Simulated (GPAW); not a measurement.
Consider NbRu (Pm-3m).

```cif
data_structure
_symmetry_space_group_name_H-M 'P 1'
_symmetry_Int_Tables_number 1
_cell_length_a 3.1840
_cell_length_b 3.1840
_cell_length_c 3.1840
_cell_angle_alpha 90.000
_cell_angle_beta 90.000
_cell_angle_gamma 90.000
_cell_volume 32.28
loop_
_atom_site_label
_atom_site_type_symbol
_atom_site_fract_x
_atom_site_fract_y
_atom_site_fract_z
_atom_site_occupancy
Ru1 Ru 0.50000 0.50000 0.50000 1
Nb2 Nb 0.00000 0.00000 0.00000 1
```

Absorber: atom 1, with 8 Nb at 2.76 Å and 6 Ru at 3.18 Å (cube and octahedron, as in bcc, site symmetry m-3m). Method: GPAW, LDA, excited-electron core hole (neutral cell), 18-atom cell with 7.1 Å between holes, 4×4×4 k points, dipole transitions, Gaussian full width 2 eV up to 4 eV, rising linearly to 3.5 eV at 25 eV.

What does the Ru L₃ edge look like?

Main maxima up to 30 eV above the zero (height): 0.8 eV (2.81), 14.0 eV (1.04), 19.0 eV (0.74) and 24.2 eV (0.81). At an L edge the dipole rule selects empty d (and weakly s) states on the absorber, and the strong line at the onset measures the empty part of its d band. 

The Ru L₃ spectrum (energy from the lowest empty level; intensity scaled to a mean of 1 over the first 20 eV):

| E (eV) | intensity |
| --- | --- |
| -2.0 | 0.05 |
| -1.5 | 0.21 |
| -1.0 | 0.60 |
| -0.5 | 1.30 |
| 0.0 | 2.13 |
| 0.5 | 2.69 |
| 1.0 | 2.78 |
| 1.5 | 2.49 |
| 2.0 | 2.14 |
| 2.5 | 1.87 |
| 3.0 | 1.59 |
| 3.5 | 1.25 |
| 4.0 | 0.92 |
| 4.5 | 0.70 |
| 5.0 | 0.59 |
| 5.5 | 0.54 |
| 6.0 | 0.51 |
| 6.5 | 0.48 |
| 7.0 | 0.45 |
| 7.5 | 0.42 |
| 8.0 | 0.41 |
| 8.5 | 0.44 |
| 9.0 | 0.53 |
| 9.5 | 0.66 |
| 10.0 | 0.77 |
| 10.5 | 0.86 |
| 11.0 | 0.91 |
| 11.5 | 0.94 |
| 12.0 | 0.96 |
| 12.5 | 0.99 |
| 13.0 | 1.02 |
| 13.5 | 1.03 |
| 14.0 | 1.04 |
| 14.5 | 1.03 |
| 15.0 | 0.99 |
| 15.5 | 0.91 |
| 16.0 | 0.82 |
| 16.5 | 0.73 |
| 17.0 | 0.68 |
| 17.5 | 0.67 |
| 18.0 | 0.70 |
| 18.5 | 0.73 |
| 19.0 | 0.74 |
| 19.5 | 0.72 |
| 20.0 | 0.68 |
| 20.5 | 0.63 |
| 21.0 | 0.61 |
| 21.5 | 0.61 |
| 22.0 | 0.64 |
| 22.5 | 0.70 |
| 23.0 | 0.75 |
| 23.5 | 0.79 |
| 24.0 | 0.81 |
| 24.5 | 0.80 |
| 25.0 | 0.78 |
| 25.5 | 0.75 |
| 26.0 | 0.73 |
| 26.5 | 0.71 |
| 27.0 | 0.71 |
| 27.5 | 0.71 |
| 28.0 | 0.70 |
| 28.5 | 0.69 |
| 29.0 | 0.67 |
| 29.5 | 0.66 |
| 30.0 | 0.65 |
| 30.5 | 0.66 |
| 31.0 | 0.68 |
| 31.5 | 0.72 |
| 32.0 | 0.74 |

Only the L₃ part is meant: spin–orbit coupling of the core level isn't computed and the L₂ copy isn't added. The script folds with a Gaussian, whereas the core hole's own line is a Lorentzian, so the onset is too steep and the first peak too high. The structure is a published determination, not relaxed.

[Banner, clock and machine lines of the logs are left out without a mark of their own.]

[Logs are printed without paths, hosts, clocks, repeated set-up lines and the standing remarks that a program may print on its own settings, such as how far it seeks lower states.]

[Hosts, paths, dates, database ids (printed as entryN), source tags and the programs' standing remarks are cut or masked in the printed files.]

[Lists of maxima count a maximum above −3 eV only where it reaches 4 % of the highest in the window and stands out from its surroundings by 2 % of it (1.5 % where it reaches 55 %); shoulders and weaker maxima are passed over, and of the rest the first, up to two pre-edge ones and the few strongest are named.]
